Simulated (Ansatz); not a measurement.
## Work function of Cr(100): what the settings cost and change

How far do cutoff, k-mesh and smearing move the work function of Cr(100)?

Calculated with Ansatz 0.2.0; plane-wave DFT, PBE, Ansatz PAW.

### Step 1. Set-up

The cell holds 7 atoms: 7 Cr. Cell: a = 2.880 Å, b = 2.880 Å, c = 26.640 Å, α = 90.0°, β = 90.0°, γ = 90.0°. Vacuum lies along c.

### Step 2. Slab, setting cutoff 200 eV

A work function rests on the faint tail of the density, so the SCF threshold is tight. The cutoff is raised first; then mesh and smearing are varied at the default cutoff.

File input.yaml:

```yaml
crystal:
  lattice:
    - [2.88, 0.0, 0.0]
    - [0.0, 2.88, 0.0]
    - [0.0, 0.0, 26.64]
  atoms:
    - { symbol: Cr, position: [0.0, 0.0, 0.3378378378], spin: 2.0 }
    - { symbol: Cr, position: [0.5, 0.5, 0.3918918919], spin: -2.0 }
    - { symbol: Cr, position: [0.0, 0.0, 0.4459459459], spin: 2.0 }
    - { symbol: Cr, position: [0.5, 0.5, 0.5], spin: -2.0 }
    - { symbol: Cr, position: [0.0, 0.0, 0.5540540541], spin: 2.0 }
    - { symbol: Cr, position: [0.5, 0.5, 0.6081081081], spin: -2.0 }
    - { symbol: Cr, position: [0.0, 0.0, 0.6621621622], spin: 2.0 }
magnetization:
  spin_polarized: true
kpoints:
  mp_grid: { grid: [14, 14, 1] }
hamiltonian:
  xc: pbe
scf:
  occupations: { method: fermi_dirac, width: 0.1 }
  convergence: { dr2_threshold: 1.0e-09 }
efield:
  axis: 3
  dipole_correction: true
  ramp_position: 0.97
  ramp_width: 0.06
basis:
  ecutwfc: "200 eV"
output:
  write_potential: true
  write_density: true
  volumetric_format: npy
  elf: true
```

Started as:

```sh
> ansatz run input.yaml --threads 2 --pin off --max-ram 3072MiB --backend cpu --events-out ev --progress --plain --runs-dir out
```

Numbers of over 12 decimals in the logs are rounded to 6 here.

What it wrote:

```text
Warning: basis.ecutwfc = 200 eV is below the records' recommended 420 eV, and the density's cutoff is lower with it unless basis.ecutrho_ratio is high enough to keep the records' density cutoff: compare with a run at a higher cutoff
Warning: basis.ecutrho_ratio 4 (ecutrho = 800 eV, dense FFT grid 15×15×125): the grid does not resolve the core-correction charge of Cr (measure 0.10 e/Å^2.5); warned from 0.08. The energy and each atom's force then go with where the atoms sit on the grid: [figures from the program's tests cut] If this deck is also warned that a cutoff or its ratio is below what is recommended, mend that before anything below. First try basis.xc_grid, which is 1 on this run (the dense grid itself), where it is not refused (2, then 3). Above 1 the core-correction charge is laid on the exchange–correlation grid, and this warning is never given, whether or not the level is enough: [rest of the remark cut]
Engine: ansatz 0.2.0, x86_64-unknown-linux-gnu
Pseudopotentials: kind: paw
Pseudopotential: Cr, paw, valence charge 14, recommended cutoff 420 eV (normal), Cr.paw.azcp
Functional definition: PBE
  parameter kappa = 0.804
  parameter beta = 0.066725
  exchange = pbe_x(kappa = kappa, mu = beta*pi^2/3)
  correlation = pbe_c(beta = beta)
Crystal: 7 atoms, lattice volume = 220.963 Å³
Basis set: ecut = 200 eV, 1465 PW (Γ)
Bands: 68, of which v1, the nominal top of the filled ones, is band 49 counted from 1 (48 counted from 0)
Symmetry: 8 space group operations
k-points: 36 of 196
Non-local potential: Cr, projectors of the file, l = 0: 3, l = 1: 2, l = 2: 3, l = 3: 1
PAW form: soft (Blöchl's): semilocal exchange-correlation on the pseudo side does not see the compensation charge
PAW one-centre angular grid: Cr, 590 points (default); XC on 64 Gauss nodes
Initial density: superposition of atomic densities (neutral atoms: chi_scale 0, normalization atom)
Starting moments: Σ|m| = 14 μB on 7 of 7 sites
Initial wavefunctions: pseudopotential atomic-orbital guess
Functional: x = pbe(κ = 0.804, μ = 0.219515), c = pbe(β = 0.066725)
SCF iter   1: F=—  HF=-23629.889452 eV  |F-HF|=—  |Δ(HF+E_count)|=         —  Δρ=1.33e-1 (↑1.33e-1 ↓1.25e-1)  dr2=8.87e1  dr2_m=1.05e1  M=1.641 μB ∫|m|=3.891 μB  β_m=1.00  ethr=3.10e-3  p=0.000 e·Å  D=1.86e-13 V/Å  ΔV_dip=-0.00 eV  dr2_dipole=1.29e-7  V_vac-E_F(+/−)=5.60/5.60 eV  ⟨swp⟩=9.3  Hψ=22418  notcnv=0
Mixer restart at iter 1: flushing history
efield: sawtooth ramp at fractional position 0.9700 (set: `efield.ramp_position`, or a place that a band, a saddle search or an elastic batch's reference lends), width 0.0600; the density the first Hamiltonian is built on has a dipole p = 0.000 e·Å; the dipole correction subtracts the counter field D = 1.86e-13 V/Å, which shifts the + side's vacuum level by -0.00 eV against the − side's; the planar-averaged density in the ramp window peaks in size at 3.0e-5 e/Å³
preconditioner: auto → LDOS  [metal: Δε(μ)=0.006 eV  Ē_g=5.408 eV  σ=0.100 eV  W_gap=0.02  n_scr=56 (ndim 8)  ℏωp=16.2 eV  f_vac=0.548  D(μ)=5.97/eV (n_scr^D=30)]
spin=Collinear: LDOS preconditioning applied to the charge; magnetization (m = ρ↑ − ρ↓) channel mixes plain (no charge-response kernel on spin).
SCF iter   2: F=—  HF=-23589.189440 eV  |F-HF|=—  |Δ(HF+E_count)|=    4.07e1  Δρ=6.04e-2 (↑6.04e-2 ↓4.74e-2)  dr2=9.28e0  dr2_m=3.60e0  M=0.344 μB ∫|m|=2.444 μB  β_m=0.42  ethr=3.10e-3  p=0.000 e·Å  D=3.10e-5 V/Å  ΔV_dip=-0.00 eV  dr2_dipole=7.91e-12  V_vac-E_F(+/−)=5.06/5.06 eV  ⟨swp⟩=3.2  Hψ=13274  notcnv=0  defer=47
density mixer auto → msr1: a metal under ldos (density of states about μ 3.06 of a free-electron gas's, 56 screened modes)
SCF iter   3: F=—  HF=-23585.937747 eV  |F-HF|=—  |Δ(HF+E_count)|=    3.25e0  Δρ=8.46e-2 (↑7.94e-2 ↓8.46e-2)  dr2=1.46e0  dr2_m=1.32e1  M=-3.100 μB ∫|m|=12.828 μB  β_m=0.71  ethr=3.10e-3  p=0.000 e·Å  D=3.50e-5 V/Å  ΔV_dip=-0.00 eV  dr2_dipole=3.06e-8  V_vac-E_F(+/−)=4.94/4.95 eV  ⟨swp⟩=3.0  Hψ=12014  notcnv=0  defer=5
SCF iter   4: F=—  HF=-23583.056651 eV  |F-HF|=—  |Δ(HF+E_count)|=    2.88e0  Δρ=6.67e-2 (↑5.83e-2 ↓6.67e-2)  dr2=9.64e-1  dr2_m=7.76e0  M=-3.299 μB ∫|m|=12.405 μB  β_m=0.85  ethr=1.49e-3  p=0.000 e·Å  D=7.40e-6 V/Å  ΔV_dip=-0.00 eV  dr2_dipole=6.03e-8  V_vac-E_F(+/−)=4.96/4.97 eV  ⟨swp⟩=2.2  Hψ=8316  notcnv=0  defer=2
SCF iter   5: F=—  HF=-23582.074460 eV  |F-HF|=—  |Δ(HF+E_count)|=   9.82e-1  Δρ=5.22e-2 (↑4.95e-2 ↓5.22e-2)  dr2=7.73e-1  dr2_m=5.07e0  M=-3.342 μB ∫|m|=11.527 μB  β_m=0.74  ethr=9.84e-4  p=-0.000 e·Å  D=-1.69e-6 V/Å  ΔV_dip=0.00 eV  dr2_dipole=1.89e-7  V_vac-E_F(+/−)=4.48/4.48 eV  ⟨swp⟩=3.1  Hψ=8019  notcnv=0  defer=4
SCF iter   6: F=—  HF=-23581.764599 eV  |F-HF|=—  |Δ(HF+E_count)|=   3.10e-1  Δρ=4.71e-2 (↑4.39e-2 ↓4.71e-2)  dr2=1.76e-1  dr2_m=4.15e0  M=-3.427 μB ∫|m|=11.211 μB  β_m=0.87  ethr=7.89e-4  p=-0.000 e·Å  D=-1.48e-5 V/Å  ΔV_dip=0.00 eV  dr2_dipole=7.67e-10  V_vac-E_F(+/−)=4.45/4.45 eV  ⟨swp⟩=2.1  Hψ=8143  notcnv=0  defer=5
SCF iter   7: F=—  HF=-23581.710081 eV  |F-HF|=—  |Δ(HF+E_count)|=   5.45e-2  Δρ=4.31e-2 (↑4.06e-2 ↓4.31e-2)  dr2=1.62e-1  dr2_m=3.51e0  M=-3.550 μB ∫|m|=11.376 μB  β_m=0.94  ethr=1.80e-4  p=-0.000 e·Å  D=-1.71e-5 V/Å  ΔV_dip=0.00 eV  dr2_dipole=3.34e-7  V_vac-E_F(+/−)=4.28/4.28 eV  ⟨swp⟩=2.0  Hψ=7676  notcnv=0  defer=7
SCF iter   8: F=—  HF=-23581.658559 eV  |F-HF|=—  |Δ(HF+E_count)|=   5.15e-2  Δρ=4.02e-2 (↑3.84e-2 ↓4.02e-2)  dr2=1.10e-1  dr2_m=3.10e0  M=-3.603 μB ∫|m|=11.629 μB  β_m=0.97  ethr=1.65e-4  p=-0.000 e·Å  D=-1.54e-5 V/Å  ΔV_dip=0.00 eV  dr2_dipole=1.34e-8  V_vac-E_F(+/−)=4.23/4.23 eV  ⟨swp⟩=1.4  Hψ=5030  notcnv=0  defer=7
SCF iter   9: F=—  HF=-23581.564631 eV  |F-HF|=—  |Δ(HF+E_count)|=   9.39e-2  Δρ=3.52e-2 (↑3.38e-2 ↓3.52e-2)  dr2=7.47e-2  dr2_m=2.39e0  M=-3.668 μB ∫|m|=12.044 μB  β_m=0.11  ethr=1.13e-4  p=-0.000 e·Å  D=-1.30e-5 V/Å  ΔV_dip=0.00 eV  dr2_dipole=8.05e-8  V_vac-E_F(+/−)=4.22/4.23 eV  ⟨swp⟩=1.9  Hψ=5971  notcnv=0  defer=7
[...]
SCF iter  14: F=—  HF=-23581.234618 eV  |F-HF|=—  |Δ(HF+E_count)|=   1.96e-3  Δρ=9.00e-4 (↑9.00e-4 ↓8.94e-4)  dr2=1.29e-3  dr2_m=1.43e-3  M=-3.905 μB ∫|m|=14.104 μB  β_m=0.79  ethr=1.15e-5  p=0.000 e·Å  D=1.65e-6 V/Å  ΔV_dip=-0.00 eV  dr2_dipole=4.93e-8  V_vac-E_F(+/−)=4.07/4.08 eV  ⟨swp⟩=2.8  Hψ=7833  notcnv=0  defer=7
SCF iter  15: F=—  HF=-23581.234394 eV  |F-HF|=—  |Δ(HF+E_count)|=   2.24e-4  Δρ=2.46e-4 (↑2.46e-4 ↓2.42e-4)  dr2=5.09e-4  dr2_m=7.44e-5  M=-3.906 μB ∫|m|=14.160 μB  β_m=0.65  ethr=1.32e-6  p=-0.000 e·Å  D=-2.43e-6 V/Å  ΔV_dip=0.00 eV  dr2_dipole=4.08e-8  V_vac-E_F(+/−)=4.07/4.07 eV  ⟨swp⟩=2.9  Hψ=9495  notcnv=0  defer=7
SCF iter  16: F=—  HF=-23581.234344 eV  |F-HF|=—  |Δ(HF+E_count)|=   4.95e-5  Δρ=3.92e-5 (↑3.92e-5 ↓3.21e-5)  dr2=2.62e-5  dr2_m=2.02e-6  M=-3.906 μB ∫|m|=14.157 μB  β_m=0.82  ethr=5.20e-7  p=-0.000 e·Å  D=-1.97e-7 V/Å  ΔV_dip=0.00 eV  dr2_dipole=1.80e-11  V_vac-E_F(+/−)=4.06/4.07 eV  ⟨swp⟩=2.1  Hψ=6597  notcnv=0  defer=7
SCF iter  17: F=—  HF=-23581.234351 eV  |F-HF|=—  |Δ(HF+E_count)|=   6.83e-6  Δρ=3.67e-5 (↑1.79e-5 ↓3.67e-5)  dr2=4.94e-6  dr2_m=9.08e-7  M=-3.907 μB ∫|m|=14.157 μB  β_m=0.69  ethr=2.68e-8  p=-0.000 e·Å  D=-9.30e-7 V/Å  ΔV_dip=0.00 eV  dr2_dipole=1.12e-8  V_vac-E_F(+/−)=4.06/4.06 eV  ⟨swp⟩=3.2  Hψ=9622  notcnv=0  defer=7
SCF iter  18: F=—  HF=-23581.234346 eV  |F-HF|=—  |Δ(HF+E_count)|=   4.92e-6  Δρ=8.87e-6 (↑8.12e-6 ↓8.87e-6)  dr2=4.99e-7  dr2_m=1.07e-7  M=-3.907 μB ∫|m|=14.159 μB  β_m=0.78  ethr=5.04e-9  p=-0.000 e·Å  D=-6.15e-8 V/Å  ΔV_dip=0.00 eV  dr2_dipole=2.78e-9  V_vac-E_F(+/−)=4.06/4.06 eV  ⟨swp⟩=3.0  Hψ=9514  notcnv=0  defer=7
SCF iter  19: F=—  HF=-23581.234347 eV  |F-HF|=—  |Δ(HF+E_count)|=   4.70e-7  Δρ=4.83e-6 (↑4.52e-6 ↓4.83e-6)  dr2=1.17e-7  dr2_m=2.91e-8  M=-3.907 μB ∫|m|=14.159 μB  β_m=0.75  ethr=5.10e-10  p=-0.000 e·Å  D=-2.56e-7 V/Å  ΔV_dip=0.00 eV  dr2_dipole=1.38e-9  V_vac-E_F(+/−)=4.06/4.06 eV  ⟨swp⟩=3.0  Hψ=9854  notcnv=0  defer=7
SCF iter  20: F=—  HF=-23581.234347 eV  |F-HF|=—  |Δ(HF+E_count)|=   1.58e-7  Δρ=1.50e-6 (↑1.29e-6 ↓1.50e-6)  dr2=1.39e-8  dr2_m=3.15e-9  M=-3.907 μB ∫|m|=14.160 μB  β_m=0.79  ethr=1.19e-10  p=0.000 e·Å  D=9.53e-8 V/Å  ΔV_dip=-0.00 eV  dr2_dipole=2.71e-11  V_vac-E_F(+/−)=4.06/4.06 eV  ⟨swp⟩=3.1  Hψ=10223  notcnv=0  defer=7
SCF iter  21: F=—  HF=-23581.234347 eV  |F-HF|=—  |Δ(HF+E_count)|=   3.96e-8  Δρ=5.92e-7 (↑5.68e-7 ↓5.92e-7)  dr2=1.73e-9  dr2_m=4.29e-10  M=-3.907 μB ∫|m|=14.160 μB  β_m=0.74  ethr=1.42e-11  p=-0.000 e·Å  D=-5.52e-8 V/Å  ΔV_dip=0.00 eV  dr2_dipole=7.42e-11  V_vac-E_F(+/−)=4.06/4.06 eV  ⟨swp⟩=3.4  Hψ=10725  notcnv=0  defer=7
SCF iter  22: F=—  HF=-23581.234347 eV  |F-HF|=—  |Δ(HF+E_count)|=   2.32e-8  Δρ=2.81e-7 (↑2.49e-7 ↓2.81e-7)  dr2=3.15e-10  dr2_m=1.05e-10  M=-3.907 μB ∫|m|=14.160 μB  β_m=0.73  ethr=1.77e-12  p=-0.000 e·Å  D=-1.25e-9 V/Å  ΔV_dip=0.00 eV  dr2_dipole=5.44e-12  V_vac-E_F(+/−)=4.06/4.06 eV  ⟨swp⟩=4.5  Hψ=13086  notcnv=0  defer=7
SCF iter  23: F=-23581.234347 eV  HF=-23581.234347 eV  |F-HF|=3.16e-9  |Δ(HF+E_count)|=   1.16e-8  Δρ=7.08e-8 (↑6.78e-8 ↓7.08e-8)  dr2=5.39e-11  dr2_m=2.03e-12  M=-3.907 μB ∫|m|=14.160 μB  ethr=1.00e-12  p=0.000 e·Å  D=3.69e-11 V/Å  ΔV_dip=-0.00 eV  dr2_dipole=1.16e-12  V_vac-E_F(+/−)=4.06/4.06 eV  ⟨swp⟩=3.4  Hψ=22167  notcnv=0
WARN: efield: at this solve's end the planar-averaged density reaches 9.20e-5 e/Å³ inside the ramp window [0.9325, 0.0675] (bound 1e-5 e/Å³); by the running means of the window's planes the mean density over a ramp is at most 8.23e-5 e/Å³, which is held to the bound (the quickstart, § The vacuum guard, A window that rings); the window's nearer edge stands 7.20 Å from this solve's nearest atom along the axis. Its work [...]
SCF 1 converged in 23 iterations: F = -23581.234347 eV  dr2 = 5.39e-11
  greatest PAW one-centre occupation: 1.029 electrons in one spin orbital (limit 2), on the Cr atom at site 0 (counted from 0), in its partial waves of l = 1
WARN: The output density's exchange-correlation potential varies sharply where the density is thin. Do not read a vacuum level from v_tot or v_xc, or from such a field of the output density. On a cell that repeats whose density bears no net charge and no dipole along the vacuum's axis use v_es (v_loc + v_h of the components); under efield.dipole_correction with no amplitude use v_es + v_field, which holds any externa [...]
SCF converged after 23 iterations
Magnetization: -3.9073 μB (47.0464 up, 50.9536 down)
Absolute magnetization: 14.1595 μB (∫|ρ↑−ρ↓|, with the PAW one-centre terms)
Spin contamination: 3.2186 ħ² per cell (⟨S²⟩ above its minimum at these occupations)
Per-site moments (μB) at R_I (Å): [(-2.707780, 1.028838), (1.686873, 1.028838), (-1.336510, 1.028838), (1.385023, 1.028838), (-1.336510, 1.028838), (1.686873, 1.028838), (-2.707780, 1.028838)]
Free energy (F): -23581.234347 eV
Harris-Foulkes:  -23581.234347 eV  (|F-HF|=3.16e-9)
Internal energy: -23581.068222 eV  (E = F + TS)
E sigma→0 (E₀):  -23581.151285 eV
Entropy (-TS):   -0.166125 eV (-23.732 meV/atom)
Fermi energy:    4.605241 eV
Dipole field:    D = -0.000001 V/Å  (p = -0.000002 e·Å, saw-weighted, corrected)
Work function:   Φ+ = 4.0571 eV (in doubt: plateau slope 2.3e-2 eV/Å)   Φ− = 4.0608 eV (in doubt: plateau slope 2.1e-2 eV/Å)
Levels:          The Fermi level and band energies are counted from a zero that moves with the ramp; work functions are not
Vacuum region:   at the solve's end the planar-averaged density reaches 9.20e-5 e/Å³ inside the ramp window [0.9325, 0.0675] (bound 1e-5 e/Å³); by the running means of the window's planes the mean density over a ramp is at most 8.23e-5 e/Å³, which is held to the bound (the quickstart, § The vacuum guard, A window that rings)
--- Per-component energies (eV) ---
  E_band       = -2548.610472
  E_kinetic    = 2528.640426
  E_local      = -189274.411110  (includes V_loc(G=0)·N_el)
  E_nonlocal   = 600.403992
  E_hartree    = 93393.100668
  E_xc         = -992.787953
  E_vxc        = -1266.807964  (∫ρ·V_xc dr)
  E_paw        = -8459.477262  (= ΣΔE_a)
  E_vpaw       = -1922.680462  (= ΣTr[D̂ρ^β])
  E_aug_tail   = 0.044250  (compensation charges beyond the density's cutoff)
  E_efield     = 0.000000  (sawtooth field / dipole correction)
  E_vefield    = 0.000000  (∫n·V_field dr)
  E_ewald      = 78623.418767
  E_smearing   = -0.166125  (= −TS)
  E_closure    = -0.000000  (closes the sum)
  Σ components = -23581.234347   (vs F -23581.234347, Δ=0.00e0)
--- Band table (eV; the first three rows and the last of 72) ---
  k-point 0 ↑: bands = [... 45 lower, 3.8511, 3.9198, 4.2243, 4.2620, 4.8052, 4.9995, 5.0834, 5.2155, ... 15 higher]
  k-point 1 ↑: bands = [... 45 lower, 3.9787, 4.0346, 4.1497, 4.4070, 4.8725, 4.9794, 5.0376, 5.1740, ... 15 higher]
  k-point 2 ↑: bands = [... 45 lower, 4.0008, 4.0193, 4.4355, 4.7027, 4.9214, 5.0076, 5.1326, 5.2450, ... 15 higher]
  k-point 35 ↓: bands = [... 45 lower, 4.2218, 4.2218, 4.6425, 4.7647, 5.2807, 5.3424, 5.6244, 5.6370, ... 15 higher]
```

Wall time 3.2 min (2 threads of AMD EPYC 7R43, shared host); peak memory 0.65 GiB.

Numbers from this step:

| Quantity | Value |
| --- | --- |
| energy at zero smearing | -23581.1513 eV |
| total moment | -3.907 μB |
| site moments | -2.708, 1.687, -1.337, 1.385, -1.337, 1.687, -2.708 μB |
| work function, upper face | 4.057 eV |

Running mean over 1.44 Å of the planar mean; the ramp of the sawtooth is left out. The electron's electrostatic potential energy less the Fermi level by z:

z (Å), electron's electrostatic potential energy less the Fermi level (eV) and a bar from the least value:
```
     3.20       4.01 ##############################
     3.84       3.98 ##############################
     4.26       3.95 ##############################
     4.90       3.91 ##############################
     5.33       3.87 ##############################
     5.97       3.77 #############################
     6.39       3.65 #############################
     7.03       3.16 ############################
     7.67       1.23 ########################
     8.10      -2.06 ################
     8.74      -7.43 #####
     9.16      -9.05 #
     9.80      -9.42 
    10.23      -9.47 
    10.87      -9.48 
    11.51      -9.41 
    11.93      -9.37 
    12.57      -9.35 
    13.00      -9.35 
    13.64      -9.35 
    14.07      -9.35 
    14.71      -9.37 
    15.13      -9.41 
    15.77      -9.48 
    16.41      -9.47 
    16.84      -9.42 
    17.48      -9.05 #
    17.90      -7.43 #####
    18.54      -2.06 ################
    18.97       1.23 ########################
    19.61       3.16 ############################
    20.25       3.65 #############################
    20.67       3.77 #############################
    21.31       3.87 ##############################
    21.74       3.91 ##############################
    22.38       3.95 ##############################
    22.80       3.98 ##############################
    23.44       4.01 ##############################
```

Site moment by atom:

```csv
atom,site moment (μB)
Cr1,-2.71
Cr2,1.69
Cr3,-1.34
Cr4,1.39
Cr5,-1.34
Cr6,1.69
Cr7,-2.71
```

Spin density in the ca plane at fractional y = 0.000, with atoms of Cr within 0.2 Å of it.

Values in e/Å³, 5 rows by 16 columns, each cell a mean:
```
 0.0 -0.2 -1.4 -0.2 -0.1 -0.7 -0.1 -0.2 -0.6  0.0 -0.6 -1.1 -0.1  0.0  0.0  0.0
 0.0 -0.1 -0.2  0.0  0.0 -0.1  0.0  0.0 -0.1  0.0 -0.1 -0.1  0.0  0.0  0.0  0.0
 0.0  0.0  0.0  0.0  0.0  0.0  0.0  0.0  0.0  0.0  0.0 -0.1  0.0  0.0  0.0  0.0
 0.0 -0.1 -0.4 -0.1  0.0 -0.1  0.0 -0.1 -0.1  0.0 -0.2 -0.3  0.0  0.0  0.0  0.0
 0.0 -0.2 -2.2 -0.2 -0.2 -1.0 -0.1 -0.3 -0.9  0.0 -0.9 -1.7 -0.1  0.0  0.0  0.0
```
Columns run along c (16.0 Å, from fractional 0.25 to 0.85 of the cell), rows up along a (2.9 Å). Atoms in or near the plane, at fractional coordinates: Cr at (0.34, 0.00), Cr at (0.45, 0.00), Cr at (0.55, 0.00), Cr at (0.66, 0.00).

Valence density in the ca plane at fractional y = 0.000, with atoms of Cr within 0.2 Å of it. It is the smooth field of the valence electrons, not physical close to the nuclei.

Ten steps, logarithmic in the rise over the least value, from '0' (0 e/Å³) to '9' (19 e/Å³), each cell a mean:
```
00003798621137986211379852124798510000000000
00001465421124653211246532112465310000000000
00000122211112222111122221112222100000000000
00000111111111111111111111111111100000000000
00000112111112221111122211111211100000000000
00001244221123442211234421112343200000000000
00002677521136875211368742123687410000000000
00003799631137996211489962124899610000000000
```
Columns run along c (16.0 Å, from fractional 0.25 to 0.85 of the cell), rows up along a (2.9 Å). Atoms in or near the plane, at fractional coordinates: Cr at (0.34, 0.00), Cr at (0.45, 0.00), Cr at (0.55, 0.00), Cr at (0.66, 0.00).

ELF in the ca plane at fractional y = 0.000, with atoms of Cr within 0.2 Å of it. It is the smooth field of the valence electrons, not physical close to the nuclei.

Ten even steps from '0' (0.00) to '9' (0.94), each cell a mean:
```
00002698513216984132279841322798410000000000
00011354224423442244134422432354211000000000
00011111244432112444321124443211111000000000
00012333553454334434543354345433310000000000
00012212344443123444431244444322211000000000
00011222235422221354222223542222111000000000
00002577424315773143157731432577311000000000
00002799512117995132279941213899510000000000
```
Columns run along c (16.0 Å, from fractional 0.25 to 0.85 of the cell), rows up along a (2.9 Å). Atoms in or near the plane, at fractional coordinates: Cr at (0.34, 0.00), Cr at (0.45, 0.00), Cr at (0.55, 0.00), Cr at (0.66, 0.00).

The work function is 4.057 eV. The program marks this work function as in doubt.

### Step 3. Slab

input.yaml, as its differences from that of step 2:

```diff
@@ -28,3 +28,3 @@
 basis:
-  ecutwfc: "200 eV"
+  ecutwfc: "300 eV"
 output:
@@ -33,2 +33 @@
   volumetric_format: npy
-  elf: true
```

What it wrote:

```text
[...]
Crystal: 7 atoms, lattice volume = 220.963 Å³
Basis set: ecut = 300 eV, 2547 PW (Γ)
Bands: 68, of which v1, the nominal top of the filled ones, is band 49 counted from 1 (48 counted from 0)
Symmetry: 8 space group operations
k-points: 36 of 196
[...]
k-point 1 ↑: bands = [... 45 lower, 3.9638, 3.9812, 4.1408, 4.1699, 4.1728, 4.4384, 4.6640, 4.6827, ... 15 higher]
  k-point 2 ↑: bands = [... 45 lower, 3.9216, 3.9873, 4.2188, 4.3015, 4.4183, 4.4387, 4.5419, 4.6183, ... 15 higher]
  k-point 35 ↓: bands = [... 45 lower, 5.1477, 5.1477, 5.8093, 5.8119, 5.9637, 6.0183, 6.0793, 6.0962, ... 15 higher]
[key lines of the parts left out:]
SCF converged after 18 iterations
Magnetization: 4.0476 μB (51.0238 up, 46.9762 down)
Free energy (F): -23639.371435 eV
Fermi energy:    4.889903 eV
Dipole field:    D = 0.000000 V/Å  (p = 0.000000 e·Å, saw-weighted, corrected)
Work function:   Φ+ = 3.7157 eV   Φ− = 3.7158 eV
```

Wall time 3.6 min (2 threads); peak memory 0.92 GiB.

The work function is 3.716 eV, -0.341 eV from the run “cutoff 200 eV”, at 1.3 times its CPU time.

[end of part 1 of 2]

[Logs are printed without paths, hosts, clocks, repeated set-up lines and the standing remarks that a program may print on its own settings, such as how far it seeks lower states.]

[Hosts, paths, dates, database ids (printed as entryN), source tags and the programs' standing remarks are cut or masked in the printed files.]

[Maps of the electrostatic potential energy from Ansatz leave out the sawtooth potential of an applied field or a dipole correction, so their vacuum need not be flat; planar profiles and work functions include it.]
